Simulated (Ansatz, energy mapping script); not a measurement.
# EuCd2Sb2: J from the energies of magnetic orders, part 2 of 3

Wanted: the magnetic order of EuCd2Sb2, its couplings and an estimate of its ordering temperature, by PBEsol+U (1.5 eV).

PBEsol with U = 1.5 eV on Eu f, ortho-atomic projectors; plane waves, U on orthogonalised atomic orbitals unless named otherwise, collinear spin, no spin–orbit coupling.

So far. Step 4 (Order 1: parallel, cell A of 10 atoms): The run ends ferromagnetic.

### Step 5. Compensated +− start in cell A (10 atoms)

This order reverses 4 of the 6 neighbours at 4.74 Å, counted for an average magnetic atom.

The input, input.yaml:

```yaml
crystal:
  lattice:
    - [-4.743921585, 0.0, 0.0]
    - [1.0e-09, 8.216713212, 0.0]
    - [2.371960792, -4.108356606, -7.70451817]
  atoms:
    - { symbol: Eu, position: [0.0, 0.0, 0.0], spin: 7.0 }
    - { symbol: Eu, position: [0.5, 0.5, 0.0], spin: -7.0 }
    - { symbol: Cd, position: [0.317347904, 0.984014572, 0.63469581] }
    - { symbol: Cd, position: [0.817347905, 0.484014572, 0.63469581] }
    - { symbol: Cd, position: [0.682652096, 0.015985429, 0.36530419] }
    - { symbol: Cd, position: [0.182652095, 0.515985428, 0.36530419] }
    - { symbol: Sb, position: [0.122793954, 0.789460622, 0.24558791] }
    - { symbol: Sb, position: [0.622793955, 0.289460622, 0.24558791] }
    - { symbol: Sb, position: [0.877206045, 0.210539378, 0.75441209] }
    - { symbol: Sb, position: [0.377206045, 0.710539378, 0.75441209] }
magnetization:
  spin_polarized: true
kpoints:
  mp_grid: { grid: [6, 4, 6] }
hamiltonian:
  xc: pbesol
  hubbard:
    sites:
      - { species: Eu, l: f, u_eff: 1.5 }
      - { site: 0, l: f, u_eff: 1.5, starting_ns: [{ spin: up, occupation_matrix: eu1_major }, { spin: down, occupation_matrix: eu1_minor }] }
      - { site: 1, l: f, u_eff: 1.5, starting_ns: [{ spin: up, occupation_matrix: eu1_minor }, { spin: down, occupation_matrix: eu1_major }] }
    projectors: ortho-atomic
    occupation_matrices:
      eu1_major:
        matrix:
          - [0.989, 0.0, 0.0, 0.0, 0.0, 0.0, 0.005]
          - [0.0, 0.986, 0.0, 0.0, -0.005, 0.0, 0.0]
          - [0.0, 0.0, 0.986, -0.005, 0.0, 0.0, 0.0]
          - [0.0, 0.0, -0.005, 0.982, 0.0, 0.0, 0.0]
          - [0.0, -0.005, 0.0, 0.0, 0.982, 0.0, 0.0]
          - [0.0, 0.0, 0.0, 0.0, 0.0, 0.99, 0.0]
          - [0.005, 0.0, 0.0, 0.0, 0.0, 0.0, 0.982]
      eu1_minor:
        matrix:
          - [0.002, 0.0, 0.0, 0.0, 0.0, 0.0, -0.001]
          - [0.0, 0.001, 0.0, 0.0, 0.0, 0.0, 0.0]
          - [0.0, 0.0, 0.001, 0.0, 0.0, 0.0, 0.0]
          - [0.0, 0.0, 0.0, 0.003, 0.0, 0.0, 0.0]
          - [0.0, 0.0, 0.0, 0.0, 0.003, 0.0, 0.0]
          - [0.0, 0.0, 0.0, 0.0, 0.0, 0.001, 0.0]
          - [-0.001, 0.0, 0.0, 0.0, 0.0, 0.0, 0.002]
scf:
  occupations: { method: fermi_dirac, width: 0.1 }
output:
  eigenvalues: true
  write_density: true
  write_potential: true
  elf: true
  volumetric_format: npy
```

Command:

```sh
$ ansatz run input.yaml --threads 4 --pin off --max-ram 8192MiB --backend cpu --events-out ev --progress --plain --runs-dir out
```

Numbers of over 12 decimals in the logs are rounded to 6 here.

Output:

```text
[...]
Crystal: 10 atoms, lattice volume = 300.318 Å³
Basis set: ecut = 420 eV, 5811 PW (Γ)
Bands: 113, of which v1, the nominal top of the filled ones, is band 87 counted from 1 (86 counted from 0)
Symmetry: 4 space group operations
[...]
k-points: 47 of 144
[...]
Starting moments: Σ|m| = 14 μB on 2 of 10 sites
Starting magnetic order: antiferromagnet; a translation exchanges its spin sublattices: spin-degenerate at every k-point
[...]
WARN: the translation (0.5, 0.5, 0) carries every atom to within crystal.symmetry.tolerance of an atom of its element with the starting moment reversed, but both spin channels are solved: site 2 translated lies 5.00e-10 (fractional; 4.11e-9 Å) from site 3 (counted from 0 in this solve's list of atoms, which can differ from the deck's where the deck declares a space group, asks for a supercell or sets defects), and on [...]
SCF iter   1: F=—  HF=-75701.036460 eV  |F-HF|=—  |Δ(HF+E_count)|=         —  Δρ=1.49e-1 (↑1.49e-1 ↓1.49e-1)  dr2=1.70e1  dr2_m=5.91e1  M=0.000 μB ∫|m|=15.038 μB  β_m=1.00  ethr=3.10e-3  ⟨swp⟩=6.0  Hψ=36904  notcnv=0  defer=14
[...]
spin=Collinear: Resta preconditioning applied to the charge; magnetization (m = ρ↑ − ρ↓) channel mixes plain (no charge-response kernel on spin).
SCF iter   2: F=—  HF=-75686.245059 eV  |F-HF|=—  |Δ(HF+E_count)|=    1.48e1  Δρ=2.45e-2 (↑2.45e-2 ↓2.45e-2)  dr2=4.44e0  dr2_m=1.18e0  M=-0.000 μB ∫|m|=14.591 μB  β_m=1.00  ethr=3.10e-3  ⟨swp⟩=4.0  Hψ=30342  notcnv=0  defer=352
[...]
SCF iter  19: F=-75702.135772 eV  HF=-75702.135772 eV  |F-HF|=1.69e-9  |Δ(HF+E_count)|=   3.44e-8  Δρ=9.00e-7 (↑9.00e-7 ↓7.05e-7)  dr2=4.28e-9  dr2_m=9.46e-10  M=-0.000 μB ∫|m|=14.222 μB  ethr=2.92e-11  ⟨swp⟩=1.5  Hψ=25116  notcnv=0
SCF 1 converged in 19 iterations: F = -75702.135772 eV  dr2 = 4.28e-9
[...]
SCF converged after 19 iterations
an eigenvalue changed by more than its tolerance at an iteration that met the thresholds in force, so the SCF went on 1 time: the last check found none over its tolerance
Magnetization: -0.0000 μB (87.0000 up, 87.0000 down)
Absolute magnetization: 14.2257 μB (∫|ρ↑−ρ↓|, with the PAW one-centre terms)
[...]
Per-site moments (μB) at R_I (Å): [(6.888352, 1.373184), (-6.888353, 1.373184), (0.00246452, 1.192142), (-0.00246452, 1.192142), (0.00246452, 1.192142), (-0.00246452, 1.192142), (0.00856179, 1.192142), (-0.00856159, 1.192142), (0.00856179, 1.192142), (-0.00856159, 1.192142)]
Free energy (F): -75702.135772 eV
[...]
Internal energy: -75702.081100 eV  (E = F + TS)
E sigma→0 (E₀):  -75702.108436 eV
Entropy (-TS):   -0.054672 eV (-5.467 meV/atom)
Fermi energy:    10.445490 eV
[...]
--- Specified on-site occupations, and those of the state reported ---
  electrons in the specified blocks: 13.8200 specified, 13.8436 found
[...]
--- Band table (eV; the first three rows and the last of 94) ---
  k-point 0 ↑: bands = [... 83 lower, 9.9067, 10.2310, 10.4475, 10.4629, 10.5932, 10.7333, 11.0049, 11.4903, ... 22 higher]
  k-point 1 ↑: bands = [... 83 lower, 9.8914, 9.9948, 10.2331, 10.3264, 10.3396, 10.9013, 11.3576, 11.5012, ... 22 higher]
  k-point 2 ↑: bands = [... 83 lower, 9.8582, 9.8683, 10.1248, 10.1354, 10.2061, 10.6420, 11.5403, 11.9328, ... 22 higher]
  k-point 46 ↓: bands = [... 83 lower, 9.8449, 9.8691, 9.8804, 9.9029, 10.6317, 10.9165, 11.4952, 11.9243, ... 22 higher]
Occupation matrices written to <dir>
```

It took 56 s on 4 threads of Intel Xeon 6975P-C (Granite Rapids), shared host; peak memory 2.9 GiB; 3.6 min of CPU time.

Spin moment in the sphere by atom:

| atom | spin moment in the sphere (μB) |
| --- | --- |
| Eu1 | 6.89 |
| Eu2 | -6.89 |
| Cd3 | 0.00 |
| Cd4 | 0.00 |
| Cd5 | 0.00 |
| Cd6 | 0.00 |
| Sb7 | 0.01 |
| Sb8 | -0.01 |
| Sb9 | 0.01 |
| Sb10 | -0.01 |

The run ends antiferromagnetic, 6.79 meV a magnetic atom above the parallel order of its cell (energies taken at zero occupation width, not the printed F).

Spin density in the ac plane at fractional y = 0.500, with atoms of Eu and Cd within 0.2 Å of it.

Values in e/Å³, 24 rows by 14 columns, each cell a mean:
```
  0   0   0   0   0  -2  -8  -9  -3   0   0   0   0   0
  0   0   0   0   0  -1  -2  -1   0   0   0   0   0   0
  0   0   0   0   0   0   0   0   0   0   0   0   0   0
  0   0   0   0   0   0   0   0   0   0   0   0   0   0
  0   0   0   0   0   0   0   0   0   0   0   0   0   0
  0   0   0   0   0   0   0   0   0   0   0   0   0   0
  0   0   0   0   0   0   0   0   0   0   0   0   0   0
  0   0   0   0   0   0   0   0   0   0   0   0   0   0
  0   0   0   0   0   0   0   0   0   0   0   0   0   0
  0   0   0   0   0   0   0   0   0   0   0   0   0   0
  0   0   0   0   0   0   0   0   0   0   0   0   0   0
  0   0   0   0   0   0   0   0   0   0   0   0   0   0
  0   0   0   0   0   0   0   0   0   0   0   0   0   0
  0   0   0   0   0   0   0   0   0   0   0   0   0   0
  0   0   0   0   0   0   0   0   0   0   0   0   0   0
  0   0   0   0   0   0   0   0   0   0   0   0   0   0
  0   0   0   0   0   0   0   0   0   0   0   0   0   0
  0   0   0   0   0   0   0   0   0   0   0   0   0   0
  0   0   0   0   0   0   0   0   0   0   0   0   0   0
  0   0   0   0   0   0   0   0   0   0   0   0   0   0
  0   0   0   0   0   0   0   0   0   0   0   0   0   0
  0   0   0   0   0   0   0  -1   0   0   0   0   0   0
  0   0   0   0   0   0  -2  -5  -3  -1   0   0   0   0
  0   0   0   0   0  -2  -9 -15  -7  -1   0   0   0   0
```
Columns run along a (4.7 Å), rows up along c (9.0 Å). Atoms in or near the plane, at fractional coordinates: Eu at (0.50, 0.00), Cd at (0.82, 0.63), Cd at (0.18, 0.37).

ELF in the ac plane at fractional y = 0.500, with atoms of Eu and Cd within 0.2 Å of it. It is the smooth field of the valence electrons, not physical close to the nuclei.

Ten even steps from '0' (0.05) to '9' (0.84), each cell a mean:
```
00027844883000
10016899840001
10002565200011
11000010000112
11111111111111
11233333211222
21245553213454
21355553125885
22355542247985
12344432136763
12233321123431
11111111111111
11222111222221
13554212344331
36885313455431
47985223555421
35653124555421
23321234444321
11111122222211
11111000000011
12100013320001
11000378873000
10003887885000
00017830595000
```
Columns run along a (4.7 Å), rows up along c (9.0 Å). Atoms in or near the plane, at fractional coordinates: Eu at (0.50, 0.00), Cd at (0.82, 0.63), Cd at (0.18, 0.37).

### Step 6. The same order with other settings

The input is changed once more, to see how this run answers a poor choice.

input.yaml, as its differences from that of step 5:

```diff
@@ -49,7 +49,6 @@
   occupations: { method: fermi_dirac, width: 0.1 }
+  max_iter: 75
 output:
   eigenvalues: true
-  write_density: true
-  write_potential: true
-  elf: true
-  volumetric_format: npy
+basis:
+  ecutwfc: "40 Ry/bohr"
```

Output:

```text
Error: YAML parse error: error: line 54 column 12: unknown unit factor `Ry/bohr`
  --> <input>:54:12
   |
52 |   eigenvalues: true
53 | basis:
54 |   ecutwfc: "40 Ry/bohr"
   |            ^ unknown unit factor `Ry/bohr`
```

The job ended after 0.02 s (4 threads; peak memory 0.031 GiB).

The program refused the input before any cycle.

The program's message: “Error: YAML parse error: error: line 54 column 12: unknown unit factor `Ry/bohr`”

The change that led to it: basis.ecutwfc = "40 Ry/bohr".

### Step 7. Run 3 (parallel; cell B, 15 atoms)

A new cell needs its own zero of energy.

The input, input.yaml:

```yaml
crystal:
  lattice:
    - [-4.743921585, 0.0, 0.0]
    - [2.371960792, -4.108356606, -7.70451817]
    - [-1.0e-09, -8.216713212, 7.70451817]
  atoms:
    - { symbol: Eu, position: [0.333333333, 0.666666667, 0.666666667], spin: 7.0 }
    - { symbol: Eu, position: [0.666666667, 0.333333333, 0.333333333], spin: 7.0 }
    - { symbol: Eu, position: [0.0, 0.0, 0.0], spin: 7.0 }
    - { symbol: Cd, position: [0.656009714, 0.312019429, 0.677323619] }
    - { symbol: Cd, position: [0.989343047, 0.978686096, 0.343990286] }
    - { symbol: Cd, position: [0.322676381, 0.645352762, 0.010656952] }
    - { symbol: Cd, position: [0.010656953, 0.021313904, 0.656009714] }
    - { symbol: Cd, position: [0.343990286, 0.687980571, 0.322676381] }
    - { symbol: Cd, position: [0.677323619, 0.354647238, 0.989343048] }
    - { symbol: Sb, position: [0.526307081, 0.052614162, 0.807026252] }
    - { symbol: Sb, position: [0.859640414, 0.719280829, 0.473692919] }
    - { symbol: Sb, position: [0.192973747, 0.385947496, 0.140359586] }
    - { symbol: Sb, position: [0.140359586, 0.280719171, 0.526307081] }
    - { symbol: Sb, position: [0.473692919, 0.947385838, 0.192973748] }
    - { symbol: Sb, position: [0.807026253, 0.614052504, 0.859640414] }
magnetization:
  spin_polarized: true
kpoints:
  mp_grid: { grid: [6, 6, 3] }
hamiltonian:
  xc: pbesol
  hubbard:
    sites:
      - { species: Eu, l: f, u_eff: 1.5 }
      - { site: 0, l: f, u_eff: 1.5, starting_ns: [{ spin: up, occupation_matrix: eu1_major }, { spin: down, occupation_matrix: eu1_minor }] }
      - { site: 1, l: f, u_eff: 1.5, starting_ns: [{ spin: up, occupation_matrix: eu1_major }, { spin: down, occupation_matrix: eu1_minor }] }
      - { site: 2, l: f, u_eff: 1.5, starting_ns: [{ spin: up, occupation_matrix: eu1_major }, { spin: down, occupation_matrix: eu1_minor }] }
    projectors: ortho-atomic
    occupation_matrices:
      eu1_major:
        matrix:
          - [0.989, 0.0, 0.0, 0.0, 0.0, 0.0, 0.005]
          - [0.0, 0.986, 0.0, 0.0, -0.005, 0.0, 0.0]
          - [0.0, 0.0, 0.986, -0.005, 0.0, 0.0, 0.0]
          - [0.0, 0.0, -0.005, 0.982, 0.0, 0.0, 0.0]
          - [0.0, -0.005, 0.0, 0.0, 0.982, 0.0, 0.0]
          - [0.0, 0.0, 0.0, 0.0, 0.0, 0.99, 0.0]
          - [0.005, 0.0, 0.0, 0.0, 0.0, 0.0, 0.982]
      eu1_minor:
        matrix:
          - [0.002, 0.0, 0.0, 0.0, 0.0, 0.0, -0.001]
          - [0.0, 0.001, 0.0, 0.0, 0.0, 0.0, 0.0]
          - [0.0, 0.0, 0.001, 0.0, 0.0, 0.0, 0.0]
          - [0.0, 0.0, 0.0, 0.003, 0.0, 0.0, 0.0]
          - [0.0, 0.0, 0.0, 0.0, 0.003, 0.0, 0.0]
          - [0.0, 0.0, 0.0, 0.0, 0.0, 0.001, 0.0]
          - [-0.001, 0.0, 0.0, 0.0, 0.0, 0.0, 0.002]
scf:
  occupations: { method: fermi_dirac, width: 0.1 }
output:
  eigenvalues: true
```

Output:

```text
[...]
Crystal: 15 atoms, lattice volume = 450.477 Å³
Basis set: ecut = 420 eV, 8749 PW (Γ)
Bands: 170, of which v1, the nominal top of the filled ones, is band 131 counted from 1 (130 counted from 0)
Symmetry: 12 space group operations
[...]
k-points: 34 of 108
[...]
Starting moments: Σ|m| = 21 μB on 3 of 15 sites
[...]
k-point 1 ↑: bands = [... 127 lower, 9.8132, 9.8145, 9.8173, 9.8333, 9.8507, 9.8575, 9.8694, 9.9058, ... 35 higher]
  k-point 2 ↑: bands = [... 127 lower, 9.8144, 9.8187, 9.8206, 9.8244, 9.8337, 9.8477, 9.8484, 9.8515, ... 35 higher]
  k-point 33 ↓: bands = [... 127 lower, 12.6846, 12.9083, 12.9721, 13.3865, 13.6169, 13.6951, 13.8082, 13.8619, ... 35 higher]
Occupation matrices written to <dir>
[key lines of the parts left out:]
SCF converged after 19 iterations
Magnetization: 20.9090 μB (140.9545 up, 120.0455 down)
Free energy (F): -113553.216252 eV
Fermi energy:    10.466372 eV
```

Run time: 91 s. Hardware: 4 threads; peak memory 4.6 GiB; 5.8 min of CPU time.

The run ends ferromagnetic. For each magnetic atom its energy differs from the parallel run of the first cell by 1.46 meV, an error that one common reference would have brought in.

### Step 8. Order 4: uncompensated ++−, cell B of 15 atoms

This order reverses 2.67 of the 6 neighbours at 4.74 Å, counted for an average magnetic atom.

input.yaml, as its differences from that of step 7:

```diff
@@ -8,3 +8,3 @@
     - { symbol: Eu, position: [0.666666667, 0.333333333, 0.333333333], spin: 7.0 }
-    - { symbol: Eu, position: [0.0, 0.0, 0.0], spin: 7.0 }
+    - { symbol: Eu, position: [0.0, 0.0, 0.0], spin: -7.0 }
     - { symbol: Cd, position: [0.656009714, 0.312019429, 0.677323619] }
@@ -32,3 +32,3 @@
       - { site: 1, l: f, u_eff: 1.5, starting_ns: [{ spin: up, occupation_matrix: eu1_major }, { spin: down, occupation_matrix: eu1_minor }] }
-      - { site: 2, l: f, u_eff: 1.5, starting_ns: [{ spin: up, occupation_matrix: eu1_major }, { spin: down, occupation_matrix: eu1_minor }] }
+      - { site: 2, l: f, u_eff: 1.5, starting_ns: [{ spin: up, occupation_matrix: eu1_minor }, { spin: down, occupation_matrix: eu1_major }] }
     projectors: ortho-atomic
```

Output:

```text
[...]
Crystal: 15 atoms, lattice volume = 450.477 Å³
Basis set: ecut = 420 eV, 8749 PW (Γ)
Bands: 170, of which v1, the nominal top of the filled ones, is band 131 counted from 1 (130 counted from 0)
Symmetry: 4 space group operations
[...]
k-points: 34 of 108
[...]
Starting moments: Σ|m| = 21 μB on 3 of 15 sites
[...]
k-point 1 ↑: bands = [... 127 lower, 9.8736, 9.8781, 9.9176, 9.9692, 9.9807, 10.1650, 10.2100, 10.7351, ... 35 higher]
  k-point 2 ↑: bands = [... 127 lower, 9.8482, 9.8642, 9.8739, 9.9652, 10.0091, 10.3242, 10.4533, 10.5602, ... 35 higher]
  k-point 33 ↓: bands = [... 127 lower, 11.0092, 11.2591, 11.5707, 11.6901, 11.7801, 12.1674, 12.2878, 12.5667, ... 35 higher]
Occupation matrices written to <dir>
[key lines of the parts left out:]
SCF converged after 18 iterations
Magnetization: 6.9690 μB (133.9845 up, 127.0155 down)
Free energy (F): -113553.203771 eV
Fermi energy:    10.470637 eV
```

Wall time 84 s (4 threads); peak memory 4.7 GiB.

The run ends ferrimagnetic, 4.85 meV a magnetic atom above the parallel order of its cell (energies taken at zero occupation width, not the printed F).

[end of part 2 of 3]

[Logs and program files are shortened in this print: banners, set-up blocks, solver, clock and traceback lines can be left out without a mark of their own.]

[Logs are printed without paths, hosts, clocks, repeated set-up lines and the standing remarks that a program may print on its own settings, such as how far it seeks lower states.]

[Hosts, paths, dates, database ids (printed as entryN), source tags and the programs' standing remarks are cut or masked in the printed files.]

[Where a cell is said to come from a database of computed structures, the database is the Materials Project.]
